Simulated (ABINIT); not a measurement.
# RbTaS3 (Pm-3m): zone-centre phonons, part 4 of 4

Which modes does RbTaS3 (Pm-3m) have at the zone centre?

ABINIT 10.8.3; DFT LDA, scalar-relativistic, plane waves, PseudoDojo norm-conserving pseudopotentials.

So far. Step 6 (Zone-centre response): The acoustic modes at Γ come out as far as 4.8 cm⁻¹ from zero, where they should vanish, a small numerical error. Step 7 (Zone-centre analysis): The rule moves no optical mode by more than 0.2 cm⁻¹. The relaxed cell has a = 4.780 Å (conventional setting).

The structure was built from a prototype and need not be the compound's stable phase.

## Step 8: Sum rules set otherwise (asr 0)

Without the rule the raw error of the acoustic modes shows.

Input file anaddb.abi:

```
ddb_filepath "gamma_DDB"
output_file "anaddb.abo"
outdata_prefix "anaddb"
asr 0
chneut 0
enunit 2
eivec 1
nph1l 1
qph1l 0.0 0.0 0.0 1.0
```

Input file mrgddb.in:

```
gamma_DDB
merged
2
dfpt_gammao_DDB
gso_DDB
```

The run is started by

```sh
> mrgddb < mrgddb.in > mrgddb.log
> OMP_NUM_THREADS=1 anaddb anaddb.abi > anaddb.log
```

anaddb.abo, the main output file:

```text
-outvars_anaddb: echo values of input variables ----------------------

 Miscellaneous information :
      enunit         2
       eivec         1
      chneut         0
 First list of wavevector (reduced coord.) :
       nph1l         1
       qph1l
                     0.00000000E+00  0.00000000E+00  0.00000000E+00    1.000E+00

================================================================================

 read the DDB information and perform some checks

  ==== Info on the Cryst% object ====
 Real(R)+Recip(G) space primitive vectors, cartesian coordinates (Bohr,Bohr^-1):
 R(1)=  9.0326178  0.0000000  0.0000000  G(1)=  0.1107099  0.0000000  0.0000000
 R(2)=  0.0000000  9.0326178  0.0000000  G(2)=  0.0000000  0.1107099  0.0000000
 R(3)=  0.0000000  0.0000000  9.0326178  G(3)=  0.0000000  0.0000000  0.1107099
 Unit cell volume ucvol=  7.3695489E+02 bohr^3
 Angles (23,13,12)=  9.00000000E+01  9.00000000E+01  9.00000000E+01 degrees
 Time-reversal symmetry is present
 Reduced atomic positions [iatom, xred, symbol]:
    1)    0.0000000  0.0000000  0.0000000  Rb
    2)    0.5000000  0.5000000  0.5000000  Ta
    3)    0.5000000  0.5000000  0.0000000   S
    4)    0.5000000  0.0000000  0.5000000   S
    5)    0.0000000  0.5000000  0.5000000   S

 DDB file with 3 blocks has been read.

================================================================================

 Treat the first list of vectors

  Phonon wavevector (reduced coordinates) :  0.00000  0.00000  0.00000
 Phonon energies in Hartree :
  -2.162488E-05 -2.162488E-05 -2.162488E-05  3.468024E-04  3.468024E-04
   3.468024E-04  6.097995E-04  6.097995E-04  6.097995E-04  6.925050E-04
   6.925050E-04  6.925050E-04  1.596064E-03  1.596064E-03  1.596064E-03
 Phonon energies in meV     :
- -5.884430E-01 -5.884430E-01 -5.884430E-01  9.436974E+00  9.436974E+00
-  9.436974E+00  1.659349E+01  1.659349E+01  1.659349E+01  1.884402E+01
-  1.884402E+01  1.884402E+01  4.343112E+01  4.343112E+01  4.343112E+01
 Phonon frequencies in cm-1    :
- -4.746113E+00 -4.746113E+00 -4.746113E+00  7.611433E+01  7.611433E+01
-  7.611433E+01  1.338355E+02  1.338355E+02  1.338355E+02  1.519873E+02
-  1.519873E+02  1.519873E+02  3.502956E+02  3.502956E+02  3.502956E+02
 Phonon frequencies in Thz     :
- -1.422849E-01 -1.422849E-01 -1.422849E-01  2.281850E+00  2.281850E+00
-  2.281850E+00  4.012288E+00  4.012288E+00  4.012288E+00  4.556464E+00
-  4.556464E+00  4.556464E+00  1.050160E+01  1.050160E+01  1.050160E+01
 Phonon energies in Kelvin  :
- -6.828598E+00 -6.828598E+00 -6.828598E+00  1.095115E+02  1.095115E+02
-  1.095115E+02  1.925595E+02  1.925595E+02  1.925595E+02  2.186758E+02
-  2.186758E+02  2.186758E+02  5.039972E+02  5.039972E+02  5.039972E+02

 Eigendisplacements
 (will be given, for each mode : in cartesian coordinates
   for each atom the real part of the displacement vector,
   then the imaginary part of the displacement vector - absolute values smaller than 1.0d-7 are set to zero)
  Mode number    1   Energy   -2.162488E-05
 Attention : low frequency mode.
   (Could be unstable or acoustic mode)
-  1  0.00000000E+00  0.00000000E+00 -1.23570948E-03
-     0.00000000E+00  0.00000000E+00  0.00000000E+00
-  2  0.00000000E+00  0.00000000E+00 -1.22628933E-03
-     0.00000000E+00  0.00000000E+00  0.00000000E+00
-  3  0.00000000E+00  0.00000000E+00 -1.23018096E-03
-     0.00000000E+00  0.00000000E+00  0.00000000E+00
-  4  0.00000000E+00  0.00000000E+00 -1.23261759E-03
-     0.00000000E+00  0.00000000E+00  0.00000000E+00
-  5  0.00000000E+00  0.00000000E+00 -1.23261759E-03
-     0.00000000E+00  0.00000000E+00  0.00000000E+00
  Mode number    2   Energy   -2.162488E-05
 Attention : low frequency mode.
   (Could be unstable or acoustic mode)
-  1  0.00000000E+00 -1.23570948E-03  0.00000000E+00
-     0.00000000E+00  0.00000000E+00  0.00000000E+00
-  2  0.00000000E+00 -1.22628933E-03  0.00000000E+00
-     0.00000000E+00  0.00000000E+00  0.00000000E+00
-  3  0.00000000E+00 -1.23261759E-03  0.00000000E+00
-     0.00000000E+00  0.00000000E+00  0.00000000E+00
-  4  0.00000000E+00 -1.23018096E-03  0.00000000E+00
-     0.00000000E+00  0.00000000E+00  0.00000000E+00
-  5  0.00000000E+00 -1.23261759E-03  0.00000000E+00
-     0.00000000E+00  0.00000000E+00  0.00000000E+00
  Mode number    3   Energy   -2.162488E-05
 Attention : low frequency mode.
   (Could be unstable or acoustic mode)
-  1  1.23570948E-03  0.00000000E+00  0.00000000E+00
-     0.00000000E+00  0.00000000E+00  0.00000000E+00
-  2  1.22628933E-03  0.00000000E+00  0.00000000E+00
-     0.00000000E+00  0.00000000E+00  0.00000000E+00
-  3  1.23261759E-03  0.00000000E+00  0.00000000E+00
-     0.00000000E+00  0.00000000E+00  0.00000000E+00
-  4  1.23261759E-03  0.00000000E+00  0.00000000E+00
-     0.00000000E+00  0.00000000E+00  0.00000000E+00
-  5  1.23018096E-03  0.00000000E+00  0.00000000E+00
-     0.00000000E+00  0.00000000E+00  0.00000000E+00
  Mode number    4   Energy    3.468024E-04
-  1  0.00000000E+00  0.00000000E+00  1.96005816E-03
-     0.00000000E+00  0.00000000E+00  0.00000000E+00
-  2  0.00000000E+00  0.00000000E+00 -1.06499567E-03
-     0.00000000E+00  0.00000000E+00  0.00000000E+00
-  3  0.00000000E+00  0.00000000E+00 -1.88447863E-04
-     0.00000000E+00  0.00000000E+00  0.00000000E+00
-  4  0.00000000E+00  0.00000000E+00  4.64793216E-04
-     0.00000000E+00  0.00000000E+00  0.00000000E+00
-  5  0.00000000E+00  0.00000000E+00  4.64793216E-04
-     0.00000000E+00  0.00000000E+00  0.00000000E+00
  Mode number    5   Energy    3.468024E-04
-  1  0.00000000E+00  1.96005816E-03  0.00000000E+00
-     0.00000000E+00  0.00000000E+00  0.00000000E+00
-  2  0.00000000E+00 -1.06499567E-03  0.00000000E+00
-     0.00000000E+00  0.00000000E+00  0.00000000E+00
-  3  0.00000000E+00  4.64793216E-04  0.00000000E+00
-     0.00000000E+00  0.00000000E+00  0.00000000E+00
-  4  0.00000000E+00 -1.88447863E-04  0.00000000E+00
-     0.00000000E+00  0.00000000E+00  0.00000000E+00
-  5  0.00000000E+00  4.64793216E-04  0.00000000E+00
-     0.00000000E+00  0.00000000E+00  0.00000000E+00
  Mode number    6   Energy    3.468024E-04
-  1  1.96005816E-03  0.00000000E+00  0.00000000E+00
-     0.00000000E+00  0.00000000E+00  0.00000000E+00
-  2 -1.06499567E-03  0.00000000E+00  0.00000000E+00
-     0.00000000E+00  0.00000000E+00  0.00000000E+00
-  3  4.64793216E-04  0.00000000E+00  0.00000000E+00
-     0.00000000E+00  0.00000000E+00  0.00000000E+00
-  4  4.64793216E-04  0.00000000E+00  0.00000000E+00
-     0.00000000E+00  0.00000000E+00  0.00000000E+00
-  5 -1.88447863E-04  0.00000000E+00  0.00000000E+00
-     0.00000000E+00  0.00000000E+00  0.00000000E+00
  Mode number    7   Energy    6.097995E-04
-  1  0.00000000E+00  0.00000000E+00  1.02429292E-03
-     0.00000000E+00  0.00000000E+00  0.00000000E+00
-  2  0.00000000E+00  0.00000000E+00  5.64937295E-04
-     0.00000000E+00  0.00000000E+00  0.00000000E+00
-  3  0.00000000E+00  0.00000000E+00 -1.21133976E-03
-     0.00000000E+00  0.00000000E+00  0.00000000E+00
-  4  0.00000000E+00  0.00000000E+00 -2.34979446E-03
-     0.00000000E+00  0.00000000E+00  0.00000000E+00
-  5  0.00000000E+00  0.00000000E+00 -2.34979446E-03
-     0.00000000E+00  0.00000000E+00  0.00000000E+00
  Mode number    8   Energy    6.097995E-04
-  1  0.00000000E+00  1.02429292E-03  0.00000000E+00
-     0.00000000E+00  0.00000000E+00  0.00000000E+00
-  2  0.00000000E+00  5.64937295E-04  0.00000000E+00
-     0.00000000E+00  0.00000000E+00  0.00000000E+00
-  3  0.00000000E+00 -2.34979446E-03  0.00000000E+00
-     0.00000000E+00  0.00000000E+00  0.00000000E+00
-  4  0.00000000E+00 -1.21133976E-03  0.00000000E+00
-     0.00000000E+00  0.00000000E+00  0.00000000E+00
-  5  0.00000000E+00 -2.34979446E-03  0.00000000E+00
-     0.00000000E+00  0.00000000E+00  0.00000000E+00
  Mode number    9   Energy    6.097995E-04
-  1  1.02429292E-03  0.00000000E+00  0.00000000E+00
-     0.00000000E+00  0.00000000E+00  0.00000000E+00
-  2  5.64937295E-04  0.00000000E+00  0.00000000E+00
-     0.00000000E+00  0.00000000E+00  0.00000000E+00
-  3 -2.34979446E-03  0.00000000E+00  0.00000000E+00
-     0.00000000E+00  0.00000000E+00  0.00000000E+00
-  4 -2.34979446E-03  0.00000000E+00  0.00000000E+00
-     0.00000000E+00  0.00000000E+00  0.00000000E+00
-  5 -1.21133976E-03  0.00000000E+00  0.00000000E+00
-     0.00000000E+00  0.00000000E+00  0.00000000E+00
  Mode number   10   Energy    6.925050E-04
-  1  0.00000000E+00  0.00000000E+00  0.00000000E+00
-     0.00000000E+00  0.00000000E+00  0.00000000E+00
-  2  0.00000000E+00  0.00000000E+00  0.00000000E+00
-     0.00000000E+00  0.00000000E+00  0.00000000E+00
-  3  0.00000000E+00  0.00000000E+00  0.00000000E+00
-     0.00000000E+00  0.00000000E+00  0.00000000E+00
-  4  0.00000000E+00  0.00000000E+00  2.92470830E-03
-     0.00000000E+00  0.00000000E+00  0.00000000E+00
-  5  0.00000000E+00  0.00000000E+00 -2.92470830E-03
-     0.00000000E+00  0.00000000E+00  0.00000000E+00
  Mode number   11   Energy    6.925050E-04
-  1  0.00000000E+00  0.00000000E+00  0.00000000E+00
-     0.00000000E+00  0.00000000E+00  0.00000000E+00
-  2  0.00000000E+00  0.00000000E+00  0.00000000E+00
-     0.00000000E+00  0.00000000E+00  0.00000000E+00
-  3  0.00000000E+00 -2.92470830E-03  0.00000000E+00
-     0.00000000E+00  0.00000000E+00  0.00000000E+00
-  4  0.00000000E+00  0.00000000E+00  0.00000000E+00
-     0.00000000E+00  0.00000000E+00  0.00000000E+00
-  5  0.00000000E+00  2.92470830E-03  0.00000000E+00
-     0.00000000E+00  0.00000000E+00  0.00000000E+00
  Mode number   12   Energy    6.925050E-04
-  1  0.00000000E+00  0.00000000E+00  0.00000000E+00
-     0.00000000E+00  0.00000000E+00  0.00000000E+00
-  2  0.00000000E+00  0.00000000E+00  0.00000000E+00
-     0.00000000E+00  0.00000000E+00  0.00000000E+00
-  3  2.92470830E-03  0.00000000E+00  0.00000000E+00
-     0.00000000E+00  0.00000000E+00  0.00000000E+00
-  4 -2.92470830E-03  0.00000000E+00  0.00000000E+00
-     0.00000000E+00  0.00000000E+00  0.00000000E+00
-  5  0.00000000E+00  0.00000000E+00  0.00000000E+00
-     0.00000000E+00  0.00000000E+00  0.00000000E+00
  Mode number   13   Energy    1.596064E-03
-  1  0.00000000E+00  0.00000000E+00  2.39723105E-05
-     0.00000000E+00  0.00000000E+00  0.00000000E+00
-  2  0.00000000E+00  0.00000000E+00 -2.73030090E-04
-     0.00000000E+00  0.00000000E+00  0.00000000E+00
-  3  0.00000000E+00  0.00000000E+00  3.75388271E-03
-     0.00000000E+00  0.00000000E+00  0.00000000E+00
-  4  0.00000000E+00  0.00000000E+00 -1.13886160E-03
-     0.00000000E+00  0.00000000E+00  0.00000000E+00
-  5  0.00000000E+00  0.00000000E+00 -1.13886160E-03
-     0.00000000E+00  0.00000000E+00  0.00000000E+00
  Mode number   14   Energy    1.596064E-03
-  1  0.00000000E+00  2.39723105E-05  0.00000000E+00
-     0.00000000E+00  0.00000000E+00  0.00000000E+00
-  2  0.00000000E+00 -2.73030090E-04  0.00000000E+00
-     0.00000000E+00  0.00000000E+00  0.00000000E+00
-  3  0.00000000E+00 -1.13886160E-03  0.00000000E+00
-     0.00000000E+00  0.00000000E+00  0.00000000E+00
-  4  0.00000000E+00  3.75388271E-03  0.00000000E+00
-     0.00000000E+00  0.00000000E+00  0.00000000E+00
-  5  0.00000000E+00 -1.13886160E-03  0.00000000E+00
-     0.00000000E+00  0.00000000E+00  0.00000000E+00
  Mode number   15   Energy    1.596064E-03
-  1  2.39723105E-05  0.00000000E+00  0.00000000E+00
-     0.00000000E+00  0.00000000E+00  0.00000000E+00
-  2 -2.73030090E-04  0.00000000E+00  0.00000000E+00
-     0.00000000E+00  0.00000000E+00  0.00000000E+00
-  3 -1.13886160E-03  0.00000000E+00  0.00000000E+00
-     0.00000000E+00  0.00000000E+00  0.00000000E+00
-  4 -1.13886160E-03  0.00000000E+00  0.00000000E+00
-     0.00000000E+00  0.00000000E+00  0.00000000E+00
-  5  3.75388271E-03  0.00000000E+00  0.00000000E+00
-     0.00000000E+00  0.00000000E+00  0.00000000E+00

 Analysis of degeneracies and characters (maximum tolerance=1.00E-06 a.u.)
 For each vibration mode, or group of modes if degenerate,
 the characters are given for each symmetry operation (see the list in the log file).
 Symmetry characters of vibration mode #   1
       degenerate with vibration modes #   2 to    3
  3.0 -3.0 -1.0  1.0 -1.0  1.0 -1.0  1.0  1.0 -1.0 -1.0  1.0  1.0 -1.0 -1.0  1.0
 -0.0  0.0 -0.0  0.0  0.0 -0.0  0.0 -0.0  1.0 -1.0 -1.0  1.0 -1.0  1.0  1.0 -1.0
 -0.0  0.0  0.0 -0.0  0.0 -0.0 -0.0  0.0  1.0 -1.0  1.0 -1.0 -1.0  1.0 -1.0  1.0
 Symmetry characters of vibration mode #   4
       degenerate with vibration modes #   5 to    6
  3.0 -3.0 -1.0  1.0 -1.0  1.0 -1.0  1.0  1.0 -1.0 -1.0  1.0  1.0 -1.0 -1.0  1.0
 -0.0  0.0 -0.0  0.0  0.0 -0.0  0.0 -0.0  1.0 -1.0 -1.0  1.0 -1.0  1.0  1.0 -1.0
 -0.0  0.0  0.0 -0.0  0.0 -0.0 -0.0  0.0  1.0 -1.0  1.0 -1.0 -1.0  1.0 -1.0  1.0
 Symmetry characters of vibration mode #   7
       degenerate with vibration modes #   8 to    9
  3.0 -3.0 -1.0  1.0 -1.0  1.0 -1.0  1.0  1.0 -1.0 -1.0  1.0  1.0 -1.0 -1.0  1.0
 -0.0  0.0 -0.0  0.0  0.0 -0.0  0.0 -0.0  1.0 -1.0 -1.0  1.0 -1.0  1.0  1.0 -1.0
 -0.0  0.0  0.0 -0.0  0.0 -0.0 -0.0  0.0  1.0 -1.0  1.0 -1.0 -1.0  1.0 -1.0  1.0
 Symmetry characters of vibration mode #  10
       degenerate with vibration modes #  11 to   12
  3.0 -3.0 -1.0  1.0 -1.0  1.0 -1.0  1.0 -1.0  1.0  1.0 -1.0 -1.0  1.0  1.0 -1.0
 -0.0  0.0 -0.0  0.0  0.0 -0.0  0.0 -0.0 -1.0  1.0  1.0 -1.0  1.0 -1.0 -1.0  1.0
 -0.0  0.0  0.0 -0.0  0.0 -0.0 -0.0  0.0 -1.0  1.0 -1.0  1.0  1.0 -1.0  1.0 -1.0
 Symmetry characters of vibration mode #  13
       degenerate with vibration modes #  14 to   15
  3.0 -3.0 -1.0  1.0 -1.0  1.0 -1.0  1.0  1.0 -1.0 -1.0  1.0  1.0 -1.0 -1.0  1.0
 -0.0  0.0 -0.0  0.0 -0.0  0.0  0.0 -0.0  1.0 -1.0 -1.0  1.0 -1.0  1.0  1.0 -1.0
 -0.0  0.0 -0.0  0.0  0.0 -0.0 -0.0  0.0  1.0 -1.0  1.0 -1.0 -1.0  1.0 -1.0  1.0
-
```

Run time: 0.5 s. Hardware: 1 thread of Arm Neoverse V1, shared host.

Numbers from this step:

* highest optical zone-centre mode (no LO-TO term): 350.3 cm⁻¹
* lowest optical zone-centre mode: 76.11 cm⁻¹

Zone-centre frequencies as printed; negative means imaginary. Modes:

| mode | frequency (cm⁻¹) |
| --- | --- |
| 1 | -4.75 |
| 2 | -4.75 |
| 3 | -4.75 |
| 4 | 76.11 |
| 5 | 76.11 |
| 6 | 76.11 |
| 7 | 133.8 |
| 8 | 133.8 |
| 9 | 133.8 |
| 10 | 152 |
| 11 | 152 |
| 12 | 152 |
| 13 | 350.3 |
| 14 | 350.3 |
| 15 | 350.3 |

## Step 9: Outcome

```
space group after relaxation                                           : Pm-3m
volume per atom                                                        : 21.8 Å³
highest optical zone-centre mode (no LO-TO term)                       : 350.4 cm⁻¹
lowest optical zone-centre mode                                        : 76.3 cm⁻¹
imaginary optical modes at the zone centre (no q mesh in this session) : none
```

What this shows: At the LDA level the optical modes of RbTaS3 (Pm-3m) at the zone centre run from 76 to 350 cm⁻¹. These are harmonic frequencies at zero temperature: anharmonic shifts and linewidths and thermal expansion are left out. Spin-orbit coupling is left out, which can matter for the heavy elements here. In a metal the frequencies hang on the k mesh and the smearing, most of all near Kohn anomalies. The structure is a hypothetical one, built on a prototype.

[Host names and launcher messages were left out of these logs when they were recorded.]

[Logs are printed without paths, hosts, clocks, repeated set-up lines and the standing remarks that a program may print on its own settings, such as how far it seeks lower states.]

[Hosts, paths, dates, database ids (printed as entryN), source tags and the programs' standing remarks are cut or masked in the printed files.]
